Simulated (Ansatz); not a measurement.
Consider ZnHOF (Pnma).

```
Zn H O F
1.0
    10.22800    0.00000    0.00000
     0.00000    3.11250    0.00000
     0.00000    0.00000    4.71650
Zn H O F
4 4 4 4
Cartesian
  1.3114 2.3344 2.4757
  3.8026 0.7781 0.1175
  6.4254 2.3344 4.5990
  8.9166 0.7781 2.2408
  9.3496 2.3344 4.2626
  5.9924 0.7781 1.9044
  4.2356 2.3344 2.8121
  0.8784 0.7781 0.4539
  4.5192 2.3344 3.7504
  0.5948 0.7781 1.3921
  9.6332 2.3344 3.3244
  5.7088 0.7781 0.9661
  1.9798 0.7781 3.7824
  3.1342 2.3344 1.4241
  7.0938 0.7781 3.2924
  8.2482 2.3344 0.9341
```

Geometry: measured cell, ions relaxed with PBE. The runs that relaxed it are not among those shown.

Gaps computed with Ansatz 0.2.0 without a self-energy: PBE 2.73 eV, HSE06 4.73 eV and DDH-PBE0 6.50 eV. The mean ε∞ by PBE perturbation theory is 2.92.

Question: What gap should G0W0 on PBE give (2×4×4 mesh, 690 empty bands, screening to 160 eV, PAW set soft_1 files)?

About 5.31 eV: on its mesh the run moves the gap from 2.73 eV by +2.58 eV. Among the scalar-relativistic levels given, HSE06 is nearest (−0.58 eV). One-shot corrections scale roughly with one over ε∞, here 0.34. Bands and cutoff are finite, so the gap is not at the basis limit. The miss can reach some tenths of an eV and take either sign; the mesh is an error of its own. The 2×4×4 mesh is coarse for this cell (its supercell is 12 Å along the shortest edge). The RPA ε∞ on it, from the PBE start, is 2.71, 2.89 and 2.94; such meshes misread the long-range screening, most where the gap is narrow. A d shell, filled or nearly so, lies near the gap. One-shot GW converges very slowly in bands there, not always from below, and on a semilocal start the gap tends to come out low; starts rich in exact exchange can overshoot instead.

[Paths, hosts, dates, memory and timing lines, banners, echoed tables and standing remarks are left out of the program output.]

[Logs are printed without paths, hosts, clocks, repeated set-up lines and the standing remarks that a program may print on its own settings, such as how far it seeks lower states.]

[Runs of the session that timed out or met a known fault of the program may be left out.]

[Cells called generated may have been cut or substituted from an entry of the Crystallography Open Database or the Materials Project.]

[Hosts, paths, dates, database ids (printed as entryN), source tags and the programs' standing remarks are cut or masked in the printed files.]
